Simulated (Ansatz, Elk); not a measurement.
## Bonding as seen by X-rays: TiCr3

The structure of TiCr3 used here is made up (a known structure type with other elements) and was relaxed beforehand with PBE. The aim is the Fourier transform of its all-electron density, F(hkl), set beside the sum over free spherical atoms that refinements use.

Main program and level: Elk 11.2.3 (patched build); DFT, PBE, all-electron APW+lo, Dirac cores, scalar-relativistic bands, static density, no spin.

The structure was built from a prototype and need not be the compound's stable phase.

### 1. The structure

The structure is orthorhombic, space group Immm (No. 71). Conventional cell: a = 2.929 Å, b = 4.139 Å, c = 8.333 Å, α = 90.00°, β = 90.00°, γ = 90.00°. Cr has 4 Cr at 2.47 Å and 4 Ti at 2.54 Å nearest. Nearest to Cr lie 6 Cr at 2.47 to 2.54 Å and 2 Ti at 2.62 Å. Nearest to Ti lie 8 Cr at 2.54 to 2.62 Å. Farther neighbours are not listed.

### 2. Ground state and structure factors

An all-electron density is needed, since X-rays see the cores too. Task 0 finds the density and task 195 Fourier-transforms it; tshift is off so that phases refer to the origin typed.

Input file elk.in:

```
tasks
  0
  195

xctype
  20

spinpol
  .false.

rgkmax
  7.0

gmaxvr
  14.0

lmaxo
  7

lmaxapw
  8

swidth
  0.002

tshift
  .false.

ramdisk
  .false.

hmaxvr
  5.5

maxscl
  120

epspot
  1e-06

sppath
  './'

avec
  -2.76791121783 3.91057500781 7.87394092779
  2.76791121783 -3.91057500781 7.87394092779
  2.76791121783 3.91057500781 -7.87394092779

atoms
  2
  'Cr.in'
  3
  -0.0000000000 0.5000000000 0.5000000000   0.000000 0.000000 0.000000
  0.2391651694 0.2391651694 0.0000000000   0.000000 0.000000 0.000000
  0.7608348306 0.7608348306 0.0000000000   0.000000 0.000000 0.000000
  'Ti.in'
  1
  0.5000000000 0.0000000000 0.5000000000   0.000000 0.000000 0.000000

ngridk
  9 9 9
```

Run with:

```sh
> OMP_NUM_THREADS=4 elk
```

Numbers of over 12 decimals in the logs are rounded to 6 here.

What it wrote:

```text
┌─────────────────────────┐
│ Elk code version 11.2.3 │
└─────────────────────────┘

All units are atomic (Hartree, Bohr, etc.)

┌─────────────────────────────────────────────────┐
│ Ground-state run starting from atomic densities │
└─────────────────────────────────────────────────┘

Lattice vectors :
  -2.767911218       3.910575008       7.873940928
   2.767911218      -3.910575008       7.873940928
   2.767911218       3.910575008      -7.873940928

Reciprocal lattice vectors :
  0.3025164141E-16  0.8033582395      0.3989860582
   1.135004849     -0.1040947336E-16  0.3989860582
   1.135004849      0.8033582395     -0.1423276589E-16

Unit cell volume      :    340.9140655
Brillouin zone volume :   0.7276033421

Muffin-tin inner radius fraction :   0.1000000000E-01

Nuclei treated as point charges

Species : 1 (Cr)
 parameters loaded from : Cr.in
 name : chromium
 nuclear charge    :   -24.00000000
 electronic charge :    24.00000000
 atomic mass :    94783.09202
 muffin-tin radius :    2.312021924
 number of radial points in muffin-tin :    993
 inner part over the whole radius :   0.9967511296E-02
 number on inner part of muffin-tin    :    699
 approximate nuclear radius :   0.6987106690E-04
 number of mesh points to nuclear radius :    329
 atomic positions (lattice), magnetic fields (Cartesian) :
  1 :   0.00000000  0.50000000  0.50000000    0.00000000  0.00000000  0.00000000
  2 :   0.23916517  0.23916517  0.00000000    0.00000000  0.00000000  0.00000000
  3 :  -0.23916517 -0.23916517  0.00000000    0.00000000  0.00000000  0.00000000

Species : 2 (Ti)
 parameters loaded from : Ti.in
 name : titanium
 nuclear charge    :   -22.00000000
 electronic charge :    22.00000000
 atomic mass :    87256.20317
 muffin-tin radius :    2.400000000
 number of radial points in muffin-tin :    993
 inner part over the whole radius :   0.9985722337E-02
 number on inner part of muffin-tin    :    699
 approximate nuclear radius :   0.6805665174E-04
 number of mesh points to nuclear radius :    325
 atomic positions (lattice), magnetic fields (Cartesian) :
  1 :   0.50000000  0.00000000  0.50000000    0.00000000  0.00000000  0.00000000

Total number of atoms per unit cell :    4
Total muffin-tin volume :    213.2109325
 ratio of muffin-tin to unit cell volume :   0.6254096092

Spin treatment :
 spin-unpolarised

Number of Bravais lattice symmetries :    8
Number of crystal symmetries         :    8
Crystal has inversion symmetry
Real symmetric eigensolver will be used

k-point grid :      9     9     9
k-point offset :    0.000000000       0.000000000       0.000000000
k-point set is reduced with full crystal symmetry group
Total number of k-points :      125

Muffin-tin radius times maximum |G+k| :    7.000000000
 using average radius
Maximum |G+k| for APW functions       :    2.999121973
Maximum (1/2)|G+k|²                   :    4.497366304
Maximum |G| for potential and density :    14.00000000
Constant for pseudocharge density :    8
 order of it for each species :   15  15
 order of it for pair densities of each species (exact exchange by exxq0 0: 16) :    9  10
Radial integration step length :    1

G-vector grid sizes :     42    42    42
Number of G-vectors :    15831

Maximum angular momentum used for
 APW functions            :    8
 outer part of muffin-tin :    7
 inner part of muffin-tin :    2

Total nuclear charge    :   -94.00000000
Total core charge       :    40.00000000
Total valence charge    :    54.00000000
Total excess charge     :    0.000000000
Total electronic charge :    94.00000000

Effective Wigner radius, rₛ :   0.9531095453

Number of empty states         :     16
Total number of valence states :     44
Total number of core states    :     40

Third-order local-orbitals added for an l without core states : T
Total number of local-orbitals :     87

Exchange-correlation functional :     20     0     0
 Perdew-Burke-Ernzerhof, Phys. Rev. Lett. 77, 3865 (1996)
 gradient requirement :    1
[...]
Madelung                    :     -4776.8608205554
 xc potential                :     -215.81488446086
 exchange                    :     -182.46400734570
 correlation                 :     -4.266172
 electron entropic           :    -0.12053462720557E-02
 total energy                :     -4004.5260637584

Density of states at Fermi energy :    91.05875587
 (states/Hartree/unit cell)

Estimated indirect band gap :   0.2438142677E-03
 from k-point 24 to k-point 42
Estimated direct band gap   :   0.2176322002E-02
 at k-point 13

Charges :
 core                        :    40.00000000
 valence                     :    54.00000000
 interstitial                :    6.355138414
 muffin-tins (core leakage)
  species : 1 (Cr)
   atom 1                    :    22.01590859     ( -0.2213101808E-06)
   atom 2                    :    21.57231299     ( -0.2213107866E-06)
[...]
species : 2 (Ti)
[...]
total in muffin-tins        :    87.64486159
 total calculated charge     :    94.00011991
 total charge                :    94.00000000
 error                       :   0.1199053394E-03

RMS change in Kohn-Sham potential (target) :   0.7902548058     (  0.1000000000E-05)
Absolute change in total energy (target)   :   0.4193820623     (  0.1000000000E-03)

[... loops 3 to 17 left out ...]

┌──────────────────┐
│ Loop number : 18 │
└──────────────────┘

Energies :
 Fermi                       :     0.357541
 sum of occupied eigenvalues :     -2327.8881144197
 electron kinetic            :      4050.8577111045
 core electron kinetic       :      3681.4941520355
 Coulomb                     :     -7868.7114390070
 Coulomb potential           :     -6134.1724792406
 nuclear-nuclear             :     -724.66004847033
 electron-nuclear            :     -8182.8841672943
 Hartree                     :      1038.8327767576
 Madelung                    :     -4801.6251993867
 xc potential                :     -244.57334628355
 exchange                    :     -184.36812741510
 correlation                 :     -4.250382
 electron entropic           :    -0.11613414801650E-02
 total energy                :     -4006.4733983316

Density of states at Fermi energy :    85.00195066
 (states/Hartree/unit cell)

Estimated indirect band gap :   0.2165050869E-03
 from k-point 91 to k-point 90
Estimated direct band gap   :   0.4716006457E-03
 at k-point 108

Charges :
 core                        :    40.00000000
 valence                     :    54.00000000
 interstitial                :    5.140474002
 muffin-tins (core leakage)
  species : 1 (Cr)
[...]
species : 2 (Ti)
[...]
total in muffin-tins        :    88.85952600
 total calculated charge     :    93.99991836
 total charge                :    94.00000000
 error                       :   0.8164460039E-04

RMS change in Kohn-Sham potential (target) :   0.7057577908E-06 (  0.1000000000E-05)
Absolute change in total energy (target)   :   0.1625338700E-04 (  0.1000000000E-03)

Convergence targets achieved

┌──────────────────┐
│ Loop number : 19 │
└──────────────────┘

Energies :
 Fermi                       :     0.357541
 sum of occupied eigenvalues :     -2327.8880874484
 electron kinetic            :      4050.8577226079
 core electron kinetic       :      3681.4941523812
 Coulomb                     :     -7868.7114243034
 Coulomb potential           :     -6134.1724866042
 nuclear-nuclear             :     -724.66004847033
 electron-nuclear            :     -8182.8841332657
 Hartree                     :      1038.8327574326
 Madelung                    :     -4801.6251810013
 xc potential                :     -244.57332345219
 exchange                    :     -184.36812617497
 correlation                 :     -4.250382
 electron entropic           :    -0.11613418305842E-02
 total energy                :     -4006.4733708474

Density of states at Fermi energy :    85.00197829
 (states/Hartree/unit cell)

Estimated indirect band gap :   0.2165409594E-03
 from k-point 91 to k-point 90
Estimated direct band gap   :   0.4715638114E-03
 at k-point 108

Charges :
 core                        :    40.00000000
 valence                     :    54.00000000
 interstitial                :    5.140474121
 muffin-tins (core leakage)
  species : 1 (Cr)
[...]
atom 2                    :    22.70924638     ( -0.2213146697E-06)
   atom 3                    :    22.70924638     ( -0.2213146697E-06)
  species : 2 (Ti)
   atom 1                    :    20.64174464     ( -0.2204168617E-06)
 total in muffin-tins        :    88.85952588
 total calculated charge     :    93.99991836
 total charge                :    94.00000000
 error                       :   0.8164449184E-04

┌──────────────────────────────┐
│ Self-consistent loop stopped │
└──────────────────────────────┘

Wrote STATE.OUT
```

Elapsed: 51 s, on 4 threads of AMD EPYC 7R13 (Zen 3), shared host; peak memory 0.16 GiB.

SFACRHO.OUT:

```text

h k l indices transformed by vhmat matrix:
   1.000000000       0.000000000       0.000000000    
   0.000000000       1.000000000       0.000000000    
   0.000000000       0.000000000       1.000000000    

      h      k      l  multipl.   |H|            Re(F)            Im(F)           |F|

      0      0      0      1   0.0000000       94.000000      0.78142231E-17   94.000000    
     -1     -1      1      2  0.79797212      -1.7368676      0.17141722E-13   1.7368676    
      0     -1      1      4  0.89698068       4.9549174      0.20888946E-14   4.9549174    
      0      1      0      4   1.2030901      0.49623038      0.88215424E-14  0.49623038    
      1     -1      0      4   1.3905468       1.9201152      0.41336667E-14   1.9201152    
      2      1     -1      4   1.4415593      -5.1014329     -0.51461253E-15   5.1014329    
      2      2     -2      2   1.5959442       63.044485      0.27214817E-13   63.044485    
      1      1     -2      8   1.6032405      -63.805807     -0.25758925E-13   63.805807    
     -1      1     -1      2   1.6067165       63.997571     -0.78644149E-14   63.997571    
     -2     -1      2      4   1.6495287      -8.4075944      0.11817934E-13   8.4075944    
      0     -2      2      4   1.7939614      -1.4263415     -0.33906784E-14   1.4263415    
     -2      1      0      8   2.0072279      0.39679294      0.10322152E-13  0.39679294    
     -1     -3      2      8   2.1167566      0.48907320     -0.55046740E-14  0.48907320    
      3      2     -2      4   2.1506118       10.939895      0.21297313E-13   10.939895    
     -1     -3      3      4   2.2646359       52.047890     -0.22484923E-13   52.047890    
     -1      1      1      2   2.2700097       52.983947     -0.24995538E-13   52.983947    
     -2     -3      2      4   2.2952087       7.5090828     -0.23790918E-14   7.5090828    
      0      3     -2      8   2.3027120      -6.9887774      0.17166463E-13   6.9887774
```

Elk indexes on the primitive cell of elk.in and gives |H| = 4π sin θ/λ in inverse bohr. Below, one row stands for each form hkl of the conventional cell (m members, Friedel mates merged), F is for one primitive cell and the density is static (no thermal factor). Free-atom factors are Waasmaier and Kirfel's, and R is Σm||F|−|F'||/Σm|F|.

| hkl | m | sin θ/λ (Å⁻¹) | abs F, DFT | neutral atoms | diff. |
| --- | --- | --- | --- | --- | --- |
| 002 | 2 | 0.120 | 1.737 | 2.019 | -0.282 |
| 011 | 4 | 0.135 | 4.955 | 5.203 | -0.248 |
| 101 | 4 | 0.181 | 0.496 | 0.281 | +0.215 |
| 110 | 4 | 0.209 | 1.920 | 2.180 | -0.260 |
| 013 | 4 | 0.217 | 5.101 | 5.028 | +0.074 |
| 004 | 2 | 0.240 | 63.044 | 64.298 | -1.254 |
| 112 | 8 | 0.241 | 63.806 | 65.089 | -1.283 |
| 020 | 2 | 0.242 | 63.998 | 65.333 | -1.336 |
| 103 | 4 | 0.248 | 8.408 | 8.745 | -0.337 |
| 022 | 4 | 0.270 | 1.426 | 1.605 | -0.179 |
| 121 | 8 | 0.302 | 0.397 | 0.273 | +0.124 |
| 114 | 8 | 0.318 | 0.489 | 0.623 | -0.134 |
| 015 | 4 | 0.323 | 10.940 | 11.186 | -0.246 |
| 024 | 4 | 0.341 | 52.048 | 52.476 | -0.428 |

### 3. The highest occupied states alone

An energy window below the Fermi level keeps the highest occupied states, to see at which angles they scatter; shallow core shells can lie inside it and anion s states outside. No new self-consistency is needed.

Edit elk.in of step 2 so:

```diff
@@ -1,3 +1,2 @@
 tasks
-  0
   195
@@ -40,2 +39,5 @@
 
+wsfac
+  -0.083450 0.657540
+
 sppath
```

Run with:

```sh
> OMP_NUM_THREADS=4 elk
```

What it wrote:

```text
┌─────────────────────────────────┐
│ Elk code version 11.2.3 started │
└─────────────────────────────────┘

Info(readinput): the functional depends on the density's gradient
 muffin-tin radial points multiplied by    2.00000
 (not where nrmtscf is given)

┌────────────────────┐
│ Current task : 195 │
└────────────────────┘
Info(checkmt): changed muffin-tin radius of species 1 (Cr) from   2.4000 to   2.3120

Info(sfacrho): density structure factors written to SFACRHO.OUT

 Energy window :  -0.8345000000E-01  0.6575400000

┌──────────────────┐
│ Elk code stopped │
└──────────────────┘
```

The job ended after 4 s (4 threads; peak memory 0.17 GiB).

States within 12 eV below the Fermi level hold 22.00 electrons; any levels below the window count with the cores. Their amplitudes can exceed the total, where window and core parts have opposite phase:

| hkl | sin θ/λ (Å⁻¹) | abs F, window | abs F, all |
| --- | --- | --- | --- |
| 002 | 0.120 | 1.800 | 1.737 |
| 011 | 0.135 | 2.355 | 4.955 |
| 101 | 0.181 | 1.202 | 0.496 |
| 110 | 0.209 | 1.319 | 1.920 |
| 013 | 0.217 | 0.501 | 5.101 |
| 004 | 0.240 | 5.467 | 63.044 |
| 112 | 0.241 | 5.506 | 63.806 |
| 020 | 0.242 | 5.470 | 63.998 |
| 103 | 0.248 | 1.743 | 8.408 |
| 022 | 0.270 | 0.901 | 1.426 |

### 4. Another functional

The difference from free atoms is small, so it is set against the change that LDA (Perdew-Wang) makes.

Edit elk.in of step 3 so:

```diff
@@ -1,2 +1,3 @@
 tasks
+  0
   195
@@ -4,3 +5,3 @@
 xctype
-  20
+  3
 
@@ -39,5 +40,2 @@
 
-wsfac
-  -0.083450 0.657540
-
 sppath
```

Run with:

```sh
> OMP_NUM_THREADS=4 elk
```

What it wrote:

```text
┌─────────────────────────┐
│ Elk code version 11.2.3 │
└─────────────────────────┘

All units are atomic (Hartree, Bohr, etc.)

┌─────────────────────────────────────────────────┐
│ Ground-state run starting from atomic densities │
└─────────────────────────────────────────────────┘

Lattice vectors :
  -2.767911218       3.910575008       7.873940928
   2.767911218      -3.910575008       7.873940928
   2.767911218       3.910575008      -7.873940928

Reciprocal lattice vectors :
  0.3025164141E-16  0.8033582395      0.3989860582
[...]
valence                     :    54.00000000
 interstitial                :    5.080968729
 muffin-tins (core leakage)
  species : 1 (Cr)
[...]
atom 3                    :    22.72464655     ( -0.3542735778E-05)
  species : 2 (Ti)
   atom 1                    :    20.65621831     ( -0.3536567904E-05)
 total in muffin-tins        :    88.91903127
 total calculated charge     :    93.99990002
 total charge                :    94.00000000
 error                       :   0.9998255987E-04

┌──────────────────────────────┐
│ Self-consistent loop stopped │
└──────────────────────────────┘

Wrote STATE.OUT
[key lines of the parts left out:]
total energy                :     -3998.6418599952
```

Wall time 33 s (4 threads); peak memory 0.17 GiB; 1.9 min of CPU time.

Against the first run R = 0.06 %; the largest change is -0.049 at 200.

### 5. A coarser k-mesh

About half the k-points along each axis test the sampling.

Edit elk.in of step 4 so:

```diff
@@ -5,3 +5,3 @@
 xctype
-  3
+  20
 
@@ -60,2 +60,2 @@
 ngridk
-  9 9 9
+  4 4 4
```

Run with:

```sh
> OMP_NUM_THREADS=4 elk
```

What it wrote:

```text
┌─────────────────────────┐
│ Elk code version 11.2.3 │
└─────────────────────────┘

All units are atomic (Hartree, Bohr, etc.)

┌─────────────────────────────────────────────────┐
│ Ground-state run starting from atomic densities │
└─────────────────────────────────────────────────┘

Lattice vectors :
  -2.767911218       3.910575008       7.873940928
   2.767911218      -3.910575008       7.873940928
   2.767911218       3.910575008      -7.873940928

Reciprocal lattice vectors :
  0.3025164141E-16  0.8033582395      0.3989860582
[...]
valence                     :    54.00000000
 interstitial                :    5.142984349
 muffin-tins (core leakage)
  species : 1 (Cr)
[...]
atom 3                    :    22.70834252     ( -0.2213143819E-06)
  species : 2 (Ti)
   atom 1                    :    20.64056269     ( -0.2204172169E-06)
 total in muffin-tins        :    88.85701565
 total calculated charge     :    93.99992195
 total charge                :    94.00000000
 error                       :   0.7804865490E-04

┌──────────────────────────────┐
│ Self-consistent loop stopped │
└──────────────────────────────┘

Wrote STATE.OUT
[key lines of the parts left out:]
total energy                :     -4006.4740660803
```

It took 15 s on 4 threads; peak memory 0.17 GiB.

Against the first run R = 0.02 %; the largest change is -0.012 at 022.

### 6. Basis size

The basis and the expansions that go with it are enlarged, to see whether the differences are converged.

Edit elk.in of step 5 so:

```diff
@@ -11,12 +11,12 @@
 rgkmax
-  7.0
+  8.5
 
 gmaxvr
-  14.0
+  18.0
 
 lmaxo
-  7
+  9
 
 lmaxapw
-  8
+  10
 
@@ -60,2 +60,2 @@
 ngridk
-  4 4 4
+  9 9 9
```

Run with:

```sh
> OMP_NUM_THREADS=4 elk
```

What it wrote:

```text
┌─────────────────────────┐
│ Elk code version 11.2.3 │
└─────────────────────────┘

All units are atomic (Hartree, Bohr, etc.)

┌─────────────────────────────────────────────────┐
│ Ground-state run starting from atomic densities │
└─────────────────────────────────────────────────┘

Lattice vectors :
  -2.767911218       3.910575008       7.873940928
   2.767911218      -3.910575008       7.873940928
   2.767911218       3.910575008      -7.873940928

Reciprocal lattice vectors :
  0.3025164141E-16  0.8033582395      0.3989860582
[...]
valence                     :    54.00000000
 interstitial                :    5.110477095
 muffin-tins (core leakage)
  species : 1 (Cr)
[...]
atom 3                    :    22.71787543     ( -0.2213148349E-06)
  species : 2 (Ti)
   atom 1                    :    20.64608131     ( -0.2204167284E-06)
 total in muffin-tins        :    88.88952291
 total calculated charge     :    93.99990265
 total charge                :    94.00000000
 error                       :   0.9734801932E-04

┌──────────────────────────────┐
│ Self-consistent loop stopped │
└──────────────────────────────┘

Wrote STATE.OUT
[key lines of the parts left out:]
total energy                :     -4006.4896461290
```

Elapsed: 98 s, on 4 threads; peak memory 0.27 GiB; 5.8 min of CPU time.

Against the first run R = 0.02 %; the largest change is -0.011 at 220.

### 7. Settings against the effect

| run | R against the first run (%) | R against neutral atoms, low angle (%) | wall time |
| --- | --- | --- | --- |
| PBE, rgkmax 7 | 0.00 | 2.48 | 51 s |
| LDA (Perdew-Wang) | 0.06 | 2.48 | 33 s |
| k-mesh 4×4×4 | 0.02 | 2.48 | 15 s |
| rgkmax 8.5 with larger expansions | 0.02 | 2.46 | 98 s |

### 8. Summary of results

| Item | Value |
| --- | --- |
| R against neutral atoms, sin θ/λ < 0.3 Å⁻¹ | 2.48 % |
| R against neutral atoms, 0.3 to 0.80 Å⁻¹ | 0.64 % |

**Reading.** Independent neutral atoms miss the calculated amplitudes by R = 2.48 % below 0.3 Å⁻¹ and 0.64 % from there to 0.80 Å⁻¹; by shells, 6.68 % below 0.15 Å⁻¹ (2 forms), 2.36 % 0.15 to 0.3 (8 forms), 0.78 % 0.3 to 0.45 (22 forms), 0.60 % above 0.45 (117 forms). Bonding, aspherical density and the tables' own atoms all enter these figures, and the runs don't part them. The largest change of an amplitude is -1.34 electrons, at 020. Weak lines can change much in proportion: 101 goes from 0.28 to 0.50. The window's part falls from 22.0 electrons at the origin to at most 1.44 between 0.45 and 0.80 Å⁻¹, where compact states inside the window still scatter. Below 0.3 Å⁻¹ the changes that finished (LDA (Perdew-Wang), k-mesh 4×4×4 and rgkmax 8.5 with larger expansions) move F by R = 0.02 % at most, against the 2.48 % that separates it from free atoms. These runs have no spin, though d or f shells may be open. Part of the difference isn't bonding: the tables are fits to free atoms and ions calculated by other methods than this functional. Thermal motion, anomalous dispersion and extinction are left out.

[Logs are printed without paths, hosts, clocks, repeated set-up lines and the standing remarks that a program may print on its own settings, such as how far it seeks lower states.]

[Hosts, paths, dates, database ids (printed as entryN), source tags and the programs' standing remarks are cut or masked in the printed files.]
